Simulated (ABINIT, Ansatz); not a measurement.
# Quasiparticle gap of AlTlO2 (Fd-3m) in ABINIT, part 3 of 3

Aim: the G0W0 gap of AlTlO2 (Fd-3m) on LDA, step by step.

ABINIT 10.8.3; LDA and many-body steps on it, plane waves. Known limits of the many-body steps: not at the basis limit; no spin-orbit coupling; coarse k mesh.

So far. Step 4 (Empty states on the mesh, 2×2×2 mesh, 110 bands): On this mesh the gap is 2.489 eV. The earlier step found 2.269 eV, so this mesh misses an edge. Step 5 (Screening, 2×2×2 mesh, 100 bands, screening to 98 eV): Local fields lower ε∞ by 10 %. On a Γ-centred mesh this coarse the value itself is usually too large, while a short band sum pulls it down.

## 6. Self-energy, 2×2×2 mesh, 100 bands, screening to 98 eV

The self-energy is evaluated for the states that the input lists, and the levels follow from it, in one-shot runs by the linearised quasiparticle equation.

This step: G0W0 on LDA, plane waves, norm-conserving pseudopotentials.

run.abi reads:

```
acell 3*1.0 Angstrom
rprim 
  0.000000000000 4.042720000000 4.042720000000
  4.042720000000 0.000000000000 4.042720000000
  4.042720000000 4.042720000000 -0.000000000000
ntypat 3
znucl 13 81 8
natom 8
typat 1 1 2 2 3 3 3 3
xred 
  0.250000000000 0.250000000000 0.250000000000
  0.000000000000 -0.000000000000 0.000000000000
  0.750000000000 0.750000000000 0.750000000000
  0.500000000000 0.500000000000 0.500000000000
  0.125000000000 0.125000000000 0.125000000000
  0.625000000000 0.125000000000 0.125000000000
  0.125000000000 0.625000000000 0.125000000000
  0.125000000000 0.125000000000 0.625000000000
pp_dirpath "pseudos"
pseudos "Al.upf, Tl.upf, O.upf"
ecut 42
ngkpt 2 2 2
nshiftk 1
shiftk 0 0 0
kptopt 1
chksymbreak 0
istwfk *1
occopt 1
irdwfk 1
optdriver 4
nband 100
gwcalctyp 0
ecutsigx 42
symsigma 1
nkptgw 2
kptgw 
  0.5000000000 0.0000000000 0.0000000000
  0.0000000000 0.0000000000 0.0000000000
bdgw 
  34 39
  34 39
ecuteps 3.6
irdscr 1
ppmodel 1
indata_prefix "in"
outdata_prefix "out"
tmpdata_prefix "tmp"
```

Command:

```console
$ OMP_NUM_THREADS=1 mpirun -n 4 abinit run.abi > log
```

Numbers of over 12 decimals in the logs are rounded to 6 here.

The log of the run:

```text
.Version 10.8.3 of ABINIT. v10.8.2 released Aug 2026.

 Symmetries : space group Fd -3 m (#227); Bravais cF (face-center cubic)
[... echo of the input left out ...]
== DATASET  1 ==================================================================
-   mpi_nproc: 4, omp_nthreads: 1 (-1 if OMP is not activated)

--- !DatasetInfo
iteration_state: {dtset: 1, }
dimensions: {natom: 8, nkpt: 3, mband: 100, nsppol: 1, nspinor: 1, nspden: 1, mpw: 11618, }
cutoff_energies: {ecut:  42.0, pawecutdg:  -1.0, }
electrons: {nelect:   7.20000000E+01, charge:   0.00000000E+00, occopt:   1.00000000E+00, tsmear:   1.00000000E-02, }

 SIGMA: Calculation of the GW corrections

 Based on a program developped by R.W. Godby, V. Olevano, G. Onida, and L. Reining.
 Incorporated in ABINIT by V. Olevano, G.-M. Rignanese, and M. Torrent.
.Using double precision arithmetic ; gwpc =  8

[... cell and pseudopotentials left out ...]
--------------------------------------------------------------------------------

 ==== K-mesh for the wavefunctions ====
 Number of points in the irreducible wedge :     3
[... list of points left out ...]
 Together with 48 symmetry operations and time-reversal symmetry
 yields     8 points in the full Brillouin Zone.

 ==== Q-mesh for screening function ====
 Number of points in the irreducible wedge :     3
[... list of points left out ...]
 Together with 48 symmetry operations and time-reversal symmetry
 yields     8 points in the full Brillouin Zone.

 vcoul_init : cutoff-mode = AUXILIARY_FUNCTION
 q-points for optical limit:   1
     1)      0.000010    0.000020    0.000030
 setmesh: FFT mesh size selected  =    64x   64x   64
          total number of points  =       262144

 Number of electrons calculated from density =   72.0000; Expected =   72.0000
 average of density, n =  0.080739
 r_s =    1.4353
 omega_plasma =   27.4093 [eV]

 === KS Band Gaps ===
  >>>> For spin  1
   Minimum direct gap =   2.4889 [eV], located at k-point      :   0.5000  0.0000  0.0000
   Fundamental gap    =   2.4889 [eV], Top of valence bands at :   0.5000  0.0000  0.0000
                                       Bottom of conduction at :   0.5000  0.0000  0.0000
 SIGMA fundamental parameters:
 PLASMON POLE MODEL  1
 number of plane-waves for SigmaX                11575
 number of plane-waves for SigmaC and W            283
 number of plane-waves for wavefunctions         11575
 number of bands                                   100
 number of independent spin polarizations            1
 number of spinorial components                      1
 number of k-points in IBZ                           3
 number of q-points in IBZ                           3
 number of symmetry operations                      48
 number of k-points in BZ                            8
 number of q-points in BZ                            8
 number of frequencies for dSigma/dE                 9
 frequency step for dSigma/dE [eV]                0.25
 number of omega for Sigma on real axis              0
 max omega for Sigma on real axis  [eV]           0.00
 zcut for avoiding poles [eV]                     0.10

 EPSILON^-1 parameters (SCR file):
 dimension of the eps^-1 matrix on file            283
 dimension of the eps^-1 matrix used               283
 number of plane-waves for wavefunctions         11575
 number of bands                                   100
 number of q-points in IBZ                           3
 number of frequencies                               2
 number of real frequencies                          1
 number of imag frequencies                          1

 matrix elements of self-energy operator (all in [eV])

 Perturbative Calculation

--- !SelfEnergy_ee
iteration_state: {dtset: 1, }
kpoint     : [   0.500,    0.000,    0.000, ]
spin       : 1
KS_gap     :    2.489
QP_gap     :    3.723
Delta_QP_KS:    1.234
data: !SigmaeeData |
     Band     E0 <VxcDFT>   SigX SigC(E0)      Z dSigC/dE  Sig(E)    E-E0       E
       34   3.401 -18.644 -23.724   5.131   0.760  -0.317 -18.605   0.039   3.440
       35   3.401 -18.644 -23.724   5.131   0.760  -0.317 -18.605   0.039   3.440
       36   4.073 -19.355 -24.325   5.156   0.758  -0.319 -19.214   0.141   4.214
       37   6.562 -10.762  -6.402  -2.722   0.840  -0.191  -9.387   1.375   7.937
       38   7.351 -12.348  -8.223  -2.271   0.824  -0.214 -10.820   1.528   8.879
       39   7.351 -12.348  -8.223  -2.271   0.824  -0.214 -10.820   1.528   8.879

--- !SelfEnergy_ee
iteration_state: {dtset: 1, }
kpoint     : [   0.000,    0.000,    0.000, ]
spin       : 1
KS_gap     :    2.507
QP_gap     :    3.756
Delta_QP_KS:    1.250
data: !SigmaeeData |
     Band     E0 <VxcDFT>   SigX SigC(E0)      Z dSigC/dE  Sig(E)    E-E0       E
       34   4.063 -19.326 -24.301   5.157   0.759  -0.318 -19.188   0.138   4.201
       35   4.063 -19.326 -24.301   5.157   0.759  -0.318 -19.188   0.138   4.201
       36   4.063 -19.326 -24.301   5.157   0.759  -0.318 -19.188   0.138   4.201
       37   6.570  -9.919  -5.506  -2.764   0.841  -0.189  -8.532   1.388   7.957
       38   6.570  -9.919  -5.506  -2.764   0.841  -0.189  -8.532   1.388   7.957
       39   6.570  -9.919  -5.506  -2.764   0.841  -0.189  -8.532   1.388   7.957

== END DATASET(S) ==============================================================
================================================================================

 -outvars: echo values of variables after computation  --------
           etotal      0.0000000000E+00
            nband         100
             nkpt           3
          spgroup         227
 [... the other variables as echoed above ...]

 Calculation completed.
```

The job ended after 8.3 s (4 MPI ranks of Intel Xeon 6975P-C (Granite Rapids), shared host; peak memory 1.4 GiB; 33 s of CPU time).

Numbers from this step:

* G0W0 gap on the points computed: 3.723 eV
* starting gap on the mesh: 2.489 eV
* k of the valence top: 0.5, 0, 0
* k of the conduction bottom: 0.5, 0, 0
* Z at the valence top: 0.758
* Z at the conduction bottom: 0.84
* least direct G0W0 gap on the computed points: 3.723 eV

The gap on the mesh goes from 2.49 eV to 3.72 eV, a correction of +1.23 eV. The start differs from the 2.27 eV found before because the two sample other k points.

Limits: finite bands, cutoff and mesh; no spin-orbit coupling; coarse k mesh. v1 is the top filled band, c1 the lowest empty one. Levels before and after the correction, in eV, zero at the valence-band top of each column:

|  | conduction bottom | valence top |
| --- | --- | --- |
| Kohn-Sham | 2.49 | 0.00 |
| G0W0 | 3.72 | 0.00 |

|  | level | energy (eV) |
| --- | --- | --- |
| Kohn-Sham | (0.5 0 0) v3-v2 | -0.672 |
| Kohn-Sham | (0.5 0 0) v1 | 0.000 |
| Kohn-Sham | (0.5 0 0) c1 | 2.489 |
| Kohn-Sham | (0.5 0 0) c2-c3 | 3.278 |
| G0W0 | (0.5 0 0) v3-v2 | -0.774 |
| G0W0 | (0.5 0 0) v1 | 0.000 |
| G0W0 | (0.5 0 0) c1 | 3.723 |
| G0W0 | (0.5 0 0) c2-c3 | 4.665 |

## 7. Where the time went

Times are wall times on the hardware named with each run, good to a factor of about two.

| step | time | share | memory (GiB) |
| --- | --- | --- | --- |
| ground state | 42 s | 23 % | 0.6 |
| bands along the symmetry lines | 54 s | 30 % | 0.63 |
| empty states on the mesh | 39 s | 22 % | 0.42 |
| screening | 35 s | 20 % | 2.1 |
| self-energy | 8.3 s | 5 % | 1.4 |

## 8. Outcome

```json
{
  "LDA gap": "2.15 eV, indirect",
  "G0W0 gap on the mesh": "3.72 eV",
  "G0W0 gap over the zone (rigid shift)": "3.38 eV",
  "GW settings": "2×2×2 mesh, 100 bands, screening to 98 eV, Godby-Needs plasmon pole",
  "known limits": "not at the basis limit; no spin-orbit coupling; coarse k mesh"
}
```

G0W0 moves the gap on the mesh from 2.49 eV to 3.72 eV (+1.23 eV), with Z of 0.76 and 0.84 at the edges. The mesh misses the band edges by 0.34 eV in all; a rigid shift gives 3.38 eV for the zone. Local fields lower the RPA ε∞ on this mesh from 6.05 to 5.42; a Γ-centred mesh this coarse tends to raise both, most where the direct gap is narrow, while a short band sum lowers them. Only 2 of the mesh's irreducible points were corrected, so a valley elsewhere could overtake. Bands and cutoff are finite, so the gap is not at the basis limit. The miss can reach some tenths of an eV and take either sign; the mesh is an error of its own. In the G0W0 run levels were corrected at 2 k points alone, so a gap called «on the mesh» is the least over those, and an edge elsewhere would be missed. A denser mesh or path gives a starting gap of 2.15 eV: the GW mesh misses a band edge, so its gaps are not the fundamental one. The 2×2×2 mesh is coarse for this cell, which bears on the long-range parts of exchange and screening. Where an edge is built on 6p states of lead, bismuth or thallium, scalar-relativistic gaps usually stand too wide, by a few tenths to over one eV. The many-body steps are scalar-relativistic: spin-orbit coupling is not in them.

[Paths, hosts, dates, memory and timing lines, banners, echoed tables and standing remarks are left out of the program output.]

[Logs are printed without paths, hosts, clocks, repeated set-up lines and the standing remarks that a program may print on its own settings, such as how far it seeks lower states.]

[Runs of the session that timed out or met a known fault of the program may be left out.]

[Hosts, paths, dates, database ids (printed as entryN), source tags and the programs' standing remarks are cut or masked in the printed files.]

[G0W0 gaps are taken among the corrected bands and points alone; a level outside them can change the order at an edge.]

[Where Ansatz stands beside ABINIT at settings called matched, ABINIT's density can come from a denser mesh and the files from another edition; pairs whose starting gaps differed by over 0.03 eV were left out, so agreement reads better than it is.]
